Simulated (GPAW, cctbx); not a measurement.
# By hand: from a DFT structure factor to an extinction distance in ZrCd2Pb2

ZrCd2Pb2, P4/mbm (no. 127), a = 8.1887 Å, b = 8.1887 Å, c = 3.8647 Å, α = 90.00°, β = 90.00°, γ = 90.00°.

```csv
atom,mult.,x,y,z
Pb1,4,0.8406,0.6594,1/2
Cd1,4,0.6423,0.8577,0
Zr1,2,1/2,1/2,1/2
```

The start was made by putting kin elements into a known structure type; the compound need not exist, or be stable, in this form.

A DFT run (GPAW, PBE, 450 eV, 6×3×3 k-points (along the axes of the calculation cell), Fermi–Dirac width 0.1 eV) gives the static X-ray structure factor of 110 as 88.089 e for the conventional cell; superposed free atoms give 88.372 e. **Problem.** Find the Fourier component V of the crystal potential and the two-beam extinction distance at 120 kV in both cases, then the holographic phase shift per nanometre.

## 1. Geometry

The cell volume is Ω = 259.15 Å³ and d(110) = 5.7903 Å, so g = 1/d = 0.1727 Å⁻¹.

## 2. The nuclei

Electrons feel nuclei as well as electrons, so the nuclear charges are summed with the same phases.

Phase sums Σ exp(2πi h·x), turned so that the total is real and positive: Pb +1.162, Cd +1.567, Zr -2.000. Then F_Z = 82 × (+1.162) + 48 × (+1.567) + 40 × (-2.000) = 90.53 e. The electron term has the same sign for this reflection.

## 3. Mott–Bethe

Poisson's equation, term by term, gives V = (e/4πε₀)(F_Z − F)/(πΩg²), with e/4πε₀ = 14.3996 V Å.

The prefactor is 14.3996 × 5.7903²/(π × 259.15) = 0.59300 V per electron. Free atoms: (90.53 − 88.372) × 0.59300 = 1.278 V. Crystal: (90.53 − 88.089) × 0.59300 = 1.446 V. F changes by -0.32 % and V by +13.1 %: the same 0.28 e is measured against F_Z − F = 2.2 e in place of F = 88.4 e.

## 4. Extinction distance

In the two-beam case ξ = 1/(λU) with U = 2γm₀eV/h², that is ξ = 150.41 V Å²/(γλV).

At 120 kV, λ = 0.03349 Å and γ = 1.2348. Free atoms: ξ = 2846 Å. Crystal: ξ = 2516 Å. The thickness fringes go as sin²(πt/ξ), so the two patterns slip by a quarter of a period when t|1/ξ₁ − 1/ξ₀| = 1/4, at t ≈ 542 nm. Thermal motion, absorption and many-beam coupling, left out here, change a real pattern.

## 5. Phase shift

A slab run (normal [100], unrelaxed) gives a mean inner potential of 19.40 V; free atoms give 20.61 V. The phase shift is φ = C_E V₀ t, with C_E = (2π/λE)(E + m₀c²)/(E + 2m₀c²).

C_E = 8.638 × 10⁻³ rad/(V nm). The shift is 0.1676 rad/nm in the crystal and 0.1780 rad/nm for free atoms. A sample 50 nm thick gives φ = 8.38 rad; read with the free-atom value it would seem 47.1 nm thick.

## 6. Answer

V(110) is 1.45 V against 1.28 V, and ξ is 2516 against 2846 Å. The phase shift is 0.168 rad/nm, and free atoms would misjudge a thickness by -6 %. Limits: static atoms, two beams.

[Outputs are excerpts: Python notices, other lines and further rows are left out; steps that failed or that the build refused (PBEsol, TPSS) are not shown.]

[Logs are printed without paths, hosts, clocks, repeated set-up lines and the standing remarks that a program may print on its own settings, such as how far it seeks lower states.]
